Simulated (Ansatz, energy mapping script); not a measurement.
## Spin model of MnF2 from collinear orders

Wanted: the magnetic order of MnF2, its couplings and an estimate of its ordering temperature, by HSE06.

Method: HSE06; plane waves, collinear spin, no spin–orbit coupling, in Ansatz 0.2.0.

Most raw output is cut from this account.

### 1. The starting structure

Symmetry: P4_2/mnm, No. 136, tetragonal system. The conventional cell has a = 4.874 Å, b = 4.874 Å, c = 3.311 Å, α = 90.00°, β = 90.00°, γ = 90.00°. Nearest to Mn lie 6 F at 2.10 to 2.13 Å. Nearest to F lie 3 Mn at 2.10 to 2.13 Å. Farther neighbours and most contacts between anions are not listed.

Coordinates:

```cif
data_structure
_symmetry_space_group_name_H-M 'P4_2/mnm'
_symmetry_Int_Tables_number 136
_cell_length_a 4.8738
_cell_length_b 4.8738
_cell_length_c 3.3107
_cell_angle_alpha 90.000
_cell_angle_beta 90.000
_cell_angle_gamma 90.000
_cell_volume 78.64
loop_
_atom_site_label
_atom_site_type_symbol
_atom_site_symmetry_multiplicity
_atom_site_Wyckoff_symbol
_atom_site_fract_x
_atom_site_fract_y
_atom_site_fract_z
_atom_site_occupancy
Mn1 Mn 2 a 0.00000 0.00000 0.00000 1
F1 F 4 f 0.30530 0.30530 0.00000 1
```

A hybrid functional removes part of the self-interaction of all shells with no element-specific parameter, at many times the cost.

### 2. Parallel start in cell A (12 atoms)

Each cell gets its own parallel run on the same mesh, so that most of the mesh error cancels in the differences.

input.yaml reads:

```yaml
crystal:
  lattice:
    - [4.8738, 0.0, 0.0]
    - [0.0, 4.8738, 3.3107]
    - [0.0, -4.8738, 3.3107]
  atoms:
    - { symbol: Mn, position: [0.0, 0.0, 0.0], spin: 4.5 }
    - { symbol: Mn, position: [0.0, 0.5, 0.5], spin: 4.5 }
    - { symbol: Mn, position: [0.5, 0.5, 0.0], spin: 4.5 }
    - { symbol: Mn, position: [0.5, 0.0, 0.5], spin: 4.5 }
    - { symbol: F, position: [0.3053, 0.15265, 0.84735] }
    - { symbol: F, position: [0.3053, 0.65265, 0.34735] }
    - { symbol: F, position: [0.1947, 0.65265, 0.84735] }
    - { symbol: F, position: [0.1947, 0.15265, 0.34735] }
    - { symbol: F, position: [0.6947, 0.34735, 0.65265] }
    - { symbol: F, position: [0.6947, 0.84735, 0.15265] }
    - { symbol: F, position: [0.8053, 0.34735, 0.15265] }
    - { symbol: F, position: [0.8053, 0.84735, 0.65265] }
magnetization:
  spin_polarized: true
kpoints:
  mp_grid: { grid: [5, 4, 4] }
hamiltonian:
  xc: hse06
scf:
  occupations: { method: fermi_dirac, width: 0.05 }
output:
  eigenvalues: true
```

On the command line:

```bash
$ ansatz run input.yaml --threads 8 --pin off --max-ram 61440MiB --backend cuda --events-out ev --progress --plain --runs-dir out
```

The job ended after 11 s (1 × NVIDIA GB200 with 8 threads of Arm Neoverse V2, shared host; peak memory 2.4 GiB).

Spin moment in the sphere by atom:

```
atom  spin moment in the sphere (μB)
 Mn1                            4.28
 Mn2                            4.28
 Mn3                            4.28
 Mn4                            4.28
  F5                            0.08
  F6                            0.08
  F7                            0.08
  F8                            0.08
  F9                            0.08
 F10                            0.08
 F11                            0.08
 F12                            0.08
```

The run ends ferromagnetic.

### 3. Compensated +−+− start in cell A (12 atoms)

This order reverses 2 of the 2 neighbours at 3.31 Å, 4 of the 8 neighbours at 3.82 Å and 2 of the 4 neighbours at 4.87 Å, counted for an average magnetic atom.

Edit input.yaml of step 2 so:

```diff
@@ -7,5 +7,5 @@
     - { symbol: Mn, position: [0.0, 0.0, 0.0], spin: 4.5 }
-    - { symbol: Mn, position: [0.0, 0.5, 0.5], spin: 4.5 }
+    - { symbol: Mn, position: [0.0, 0.5, 0.5], spin: -4.5 }
     - { symbol: Mn, position: [0.5, 0.5, 0.0], spin: 4.5 }
-    - { symbol: Mn, position: [0.5, 0.0, 0.5], spin: 4.5 }
+    - { symbol: Mn, position: [0.5, 0.0, 0.5], spin: -4.5 }
     - { symbol: F, position: [0.3053, 0.15265, 0.84735] }
```

Wall time 13 s (1 × NVIDIA GB200 with 8 threads); peak memory 2.4 GiB; 27 s of CPU time.

Spin moment in the sphere by atom:

```
atom  spin moment in the sphere (μB)
 Mn1                            4.27
 Mn2                           -4.27
 Mn3                            4.27
 Mn4                           -4.27
  F5                            0.03
  F6                           -0.03
  F7                            0.03
  F8                           -0.03
  F9                           -0.03
 F10                            0.03
 F11                            0.03
 F12                           -0.03
```

The run ends antiferromagnetic, 11.83 meV a magnetic atom below the parallel order of its cell.

### 4. Order 3: uncompensated +++−, cell A of 12 atoms

This order reverses 1 of the 2 neighbours at 3.31 Å, 4 of the 8 neighbours at 3.82 Å and 1 of the 4 neighbours at 4.87 Å, counted for an average magnetic atom.

Edit input.yaml of step 3 so:

```diff
@@ -7,3 +7,3 @@
     - { symbol: Mn, position: [0.0, 0.0, 0.0], spin: 4.5 }
-    - { symbol: Mn, position: [0.0, 0.5, 0.5], spin: -4.5 }
+    - { symbol: Mn, position: [0.0, 0.5, 0.5], spin: 4.5 }
     - { symbol: Mn, position: [0.5, 0.5, 0.0], spin: 4.5 }
```

The job ended after 12 s (1 × NVIDIA GB200 with 8 threads; peak memory 2.5 GiB).

The run ends ferrimagnetic, 11.67 meV a magnetic atom below the parallel order of its cell.

### 5. Run 4 (parallel; cell B, 6 atoms)

The parallel order again, as the reference for this cell.

input.yaml, the sections that differ from step 4:

```yaml
crystal:
  lattice:
    - [0.0, 0.0, 3.3107]
    - [4.8738, 0.0, 0.0]
    - [0.0, 4.8738, 0.0]
  atoms:
    - { symbol: Mn, position: [0.0, 0.0, 0.0], spin: 4.5 }
    - { symbol: Mn, position: [0.5, 0.5, 0.5], spin: 4.5 }
    - { symbol: F, position: [0.0, 0.3053, 0.3053] }
    - { symbol: F, position: [0.5, 0.1947, 0.8053] }
    - { symbol: F, position: [0.0, 0.6947, 0.6947] }
    - { symbol: F, position: [0.5, 0.8053, 0.1947] }
kpoints:
  mp_grid: { grid: [7, 5, 5] }
# magnetization, hamiltonian, scf, output: as in step 4
```

Wall time 6.4 s (1 × NVIDIA GB200 with 8 threads); peak memory 2 GiB; 15 s of CPU time.

The run ends ferromagnetic. For each magnetic atom its energy differs from the parallel run of the first cell by 0.00 meV, an error that one common reference would have brought in.

### 6. Run 5 (compensated +−; cell B, 6 atoms)

This order reverses 0 of the 2 neighbours at 3.31 Å, 8 of the 8 neighbours at 3.82 Å and 0 of the 4 neighbours at 4.87 Å, counted for an average magnetic atom.

Edit input.yaml of step 5 so:

```diff
@@ -7,3 +7,3 @@
     - { symbol: Mn, position: [0.0, 0.0, 0.0], spin: 4.5 }
-    - { symbol: Mn, position: [0.5, 0.5, 0.5], spin: 4.5 }
+    - { symbol: Mn, position: [0.5, 0.5, 0.5], spin: -4.5 }
     - { symbol: F, position: [0.0, 0.3053, 0.3053] }
```

Wall time 8.8 s (1 × NVIDIA GB200 with 8 threads); peak memory 2 GiB.

The run ends antiferromagnetic, 23.01 meV a magnetic atom below the parallel order of its cell.

### 7. Order 6: parallel, cell C of 12 atoms

input.yaml reads:

```yaml
crystal:
  lattice:
    - [0.0, -4.8738, -3.3107]
    - [0.0, 4.8738, -3.3107]
    - [4.8738, 0.0, 3.3107]
  atoms:
    - { symbol: Mn, position: [0.5, 0.5, 0.0], spin: 4.5 }
    - { symbol: Mn, position: [0.0, 0.0, 0.0], spin: 4.5 }
    - { symbol: Mn, position: [0.25, 0.75, 0.5], spin: 4.5 }
    - { symbol: Mn, position: [0.75, 0.25, 0.5], spin: 4.5 }
    - { symbol: F, position: [0.5, 0.8053, 0.3053] }
    - { symbol: F, position: [0.0, 0.3053, 0.3053] }
    - { symbol: F, position: [0.9447, 0.75, 0.1947] }
    - { symbol: F, position: [0.4447, 0.25, 0.1947] }
    - { symbol: F, position: [0.5, 0.1947, 0.6947] }
    - { symbol: F, position: [0.0, 0.6947, 0.6947] }
    - { symbol: F, position: [0.5553, 0.75, 0.8053] }
    - { symbol: F, position: [0.0553, 0.25, 0.8053] }
magnetization:
  spin_polarized: true
kpoints:
  mp_grid: { grid: [5, 5, 5] }
hamiltonian:
  xc: hse06
scf:
  occupations: { method: fermi_dirac, width: 0.05 }
output:
  eigenvalues: true
```

Elapsed: 10 s, on 1 × NVIDIA GB200 with 8 threads; peak memory 2.3 GiB.

The run ends ferromagnetic. For each magnetic atom its energy differs from the parallel run of the first cell by -0.01 meV, an error that one common reference would have brought in.

### 8. Order 7: compensated +−+−, cell C of 12 atoms

This order reverses 2 of the 2 neighbours at 3.31 Å, 4 of the 8 neighbours at 3.82 Å and 4 of the 4 neighbours at 4.87 Å, counted for an average magnetic atom.

Edit input.yaml of step 7 so:

```diff
@@ -7,5 +7,5 @@
     - { symbol: Mn, position: [0.5, 0.5, 0.0], spin: 4.5 }
-    - { symbol: Mn, position: [0.0, 0.0, 0.0], spin: 4.5 }
+    - { symbol: Mn, position: [0.0, 0.0, 0.0], spin: -4.5 }
     - { symbol: Mn, position: [0.25, 0.75, 0.5], spin: 4.5 }
-    - { symbol: Mn, position: [0.75, 0.25, 0.5], spin: 4.5 }
+    - { symbol: Mn, position: [0.75, 0.25, 0.5], spin: -4.5 }
     - { symbol: F, position: [0.5, 0.8053, 0.3053] }
```

The job ended after 11 s (1 × NVIDIA GB200 with 8 threads; peak memory 2.3 GiB; 31 s of CPU time).

The run ends antiferromagnetic, 11.60 meV a magnetic atom below the parallel order of its cell.

### 9. Uncompensated +++− start in cell C (12 atoms)

This order reverses 1 of the 2 neighbours at 3.31 Å, 4 of the 8 neighbours at 3.82 Å and 2 of the 4 neighbours at 4.87 Å, counted for an average magnetic atom.

Edit input.yaml of step 8 so:

```diff
@@ -7,3 +7,3 @@
     - { symbol: Mn, position: [0.5, 0.5, 0.0], spin: 4.5 }
-    - { symbol: Mn, position: [0.0, 0.0, 0.0], spin: -4.5 }
+    - { symbol: Mn, position: [0.0, 0.0, 0.0], spin: 4.5 }
     - { symbol: Mn, position: [0.25, 0.75, 0.5], spin: 4.5 }
```

Run time: 13 s. Hardware: 1 × NVIDIA GB200 with 8 threads; peak memory 2.4 GiB.

The run ends ferrimagnetic, 11.54 meV a magnetic atom below the parallel order of its cell.

### 10. Run 9 (parallel; cell D, 12 atoms)

A new cell needs its own zero of energy.

This run holds the same structure in another cell (a 5.892 → 3.311 Å, b 5.892 → 4.874 Å, c 5.892 → 9.748 Å, α 108.4 → 90.0°, β 108.4 → 90.0°, γ 111.6 → 90.0°).

input.yaml reads:

```yaml
crystal:
  lattice:
    - [0.0, 0.0, 3.3107]
    - [4.8738, 0.0, 0.0]
    - [0.0, 9.7476, 0.0]
  atoms:
    - { symbol: Mn, position: [0.0, 0.0, 0.0], spin: 4.5 }
    - { symbol: Mn, position: [0.0, 0.0, 0.5], spin: 4.5 }
    - { symbol: Mn, position: [0.5, 0.5, 0.25], spin: 4.5 }
    - { symbol: Mn, position: [0.5, 0.5, 0.75], spin: 4.5 }
    - { symbol: F, position: [0.0, 0.3053, 0.15265] }
    - { symbol: F, position: [0.0, 0.3053, 0.65265] }
    - { symbol: F, position: [0.5, 0.1947, 0.40265] }
    - { symbol: F, position: [0.5, 0.1947, 0.90265] }
    - { symbol: F, position: [0.0, 0.6947, 0.34735] }
    - { symbol: F, position: [0.0, 0.6947, 0.84735] }
    - { symbol: F, position: [0.5, 0.8053, 0.09735] }
    - { symbol: F, position: [0.5, 0.8053, 0.59735] }
magnetization:
  spin_polarized: true
kpoints:
  mp_grid: { grid: [7, 5, 3] }
hamiltonian:
  xc: hse06
scf:
  occupations: { method: fermi_dirac, width: 0.05 }
output:
  eigenvalues: true
```

Wall time 12 s (1 × NVIDIA GB200 with 8 threads); peak memory 2.9 GiB.

The run ends ferromagnetic. For each magnetic atom its energy differs from the parallel run of the first cell by 0.00 meV, an error that one common reference would have brought in.

### 11. Run 10 (compensated +−+−; cell D, 12 atoms)

This order reverses 0 of the 2 neighbours at 3.31 Å, 4 of the 8 neighbours at 3.82 Å and 2 of the 4 neighbours at 4.87 Å, counted for an average magnetic atom.

Edit input.yaml of step 10 so:

```diff
@@ -7,5 +7,5 @@
     - { symbol: Mn, position: [0.0, 0.0, 0.0], spin: 4.5 }
-    - { symbol: Mn, position: [0.0, 0.0, 0.5], spin: 4.5 }
+    - { symbol: Mn, position: [0.0, 0.0, 0.5], spin: -4.5 }
     - { symbol: Mn, position: [0.5, 0.5, 0.25], spin: 4.5 }
-    - { symbol: Mn, position: [0.5, 0.5, 0.75], spin: 4.5 }
+    - { symbol: Mn, position: [0.5, 0.5, 0.75], spin: -4.5 }
     - { symbol: F, position: [0.0, 0.3053, 0.15265] }
```

Wall time 12 s (1 × NVIDIA GB200 with 8 threads); peak memory 2.9 GiB.

The run ends antiferromagnetic, 11.85 meV a magnetic atom below the parallel order of its cell.

### 12. From energies to couplings

Each energy difference is a sum of couplings weighted by the pairs that the order reverses. A few near shells are fitted to the differences by least squares. Energies are those extrapolated to zero occupation width, not the free energies F.

The orders that converged (zero: parallel moments in the same cell):

```
                       order  atoms  energy (meV a magnetic atom)  moments (μB)  moments kept as typed  opposed neighbours at 3.31, 3.82, 4.87 Å
          parallel in cell A     12                          0.00          4.28                    yes                                   0, 0, 0
  compensated +−+− in cell A     12                        -11.83          4.27                    yes                                   2, 4, 2
uncompensated +++− in cell A     12                        -11.67  4.26 to 4.28                    yes                                   1, 4, 1
          parallel in cell B      6                          0.00          4.28                    yes                                   0, 0, 0
    compensated +− in cell B      6                        -23.01          4.27                    yes                                   0, 8, 0
          parallel in cell C     12                          0.00          4.28                    yes                                   0, 0, 0
  compensated +−+− in cell C     12                        -11.60          4.27                    yes                                   2, 4, 4
uncompensated +++− in cell C     12                        -11.54  4.27 to 4.28                    yes                                   1, 4, 2
          parallel in cell D     12                          0.00          4.28                    yes                                   0, 0, 0
  compensated +−+− in cell D     12                        -11.85          4.27                    yes                                   0, 4, 2
```

Couplings from the energies, with E = −Σ J e·e over ordered pairs:

```
 pair  distance (Å)  neighbours  J (meV)
Mn–Mn          3.31           2  0.00576
Mn–Mn          3.82           8    -1.44
Mn–Mn          4.87           4  -0.0141
Mn–Mn          5.89           8  -0.0364
```

These orders cannot tell some unfitted shells from fitted ones: the value at 3.31 Å holds J(3.31) − 4 J(7.65), the value at 3.82 Å holds J(3.82) + J(6.04), the value at 4.87 Å holds J(4.87) + 4 J(7.65) and the value at 5.89 Å holds J(5.89) + J(6.89); other unfitted shells add to the values wholly or in part. No temperature is drawn.

### 13. Comparison

The first set of orders, under PBEsol+U (4 eV), took 23 s of wall time summed over its finished orders (seed run apart), these 1.8 min.

```
        quantity  this set  first set
J at 3.31 Å, meV   0.00576      0.172
J at 3.82 Å, meV     -1.44      -1.16
J at 4.87 Å, meV   -0.0141    -0.0191
J at 5.89 Å, meV   -0.0364    -0.0380
```

The coupling that led in the first set goes from -1.16 to -1.44 meV.

### 14. Outcome

```yaml
lowest_order_tried: compensated +− in cell B
largest_fitted_value_a_combination_of_shells_mn_mn_at_3p82_a: -1.44 meV
```

**Reading.** Of the orders tried, MnF2 prefers the order “compensated +− in cell B” under HSE06, with 0 of 2 neighbours at 3.31 Å, 8 of 8 neighbours at 3.82 Å and 0 of 4 neighbours at 4.87 Å opposed. The coupling at 3.82 Å is 1.2 times that of the first set, at 4.7 times the wall time. The largest fitted value is -1.4 meV, at 3.82 Å. It is a combination of shells that these orders cannot split, so neither its size nor its sign can be laid on that pair alone. The orders also reverse pairs at 6.04 Å, which are not fitted, so the fitted values hold their part too. No fitted order reverses the pairs at 6.62 Å, so their coupling is unknown and is set to zero in the model. The 6 differences hold only 4 independent equations for a pair model, so the fit of 4 couplings has none to spare and its small miss tests the pair form alone. In the fitted orders moments change by up to 0.29 % against the parallel run of the same cell, so their size stays put. With a near shell that the orders cannot separate, no temperature is given.

[Logs and program files are shortened in this print: banners, set-up blocks, solver, clock and traceback lines can be left out without a mark of their own.]

[Logs are printed without paths, hosts, clocks, repeated set-up lines and the standing remarks that a program may print on its own settings, such as how far it seeks lower states.]

[Hosts, paths, dates, database ids (printed as entryN), source tags and the programs' standing remarks are cut or masked in the printed files.]

[Where a cell is said to come from a database of computed structures, the database is the Materials Project.]
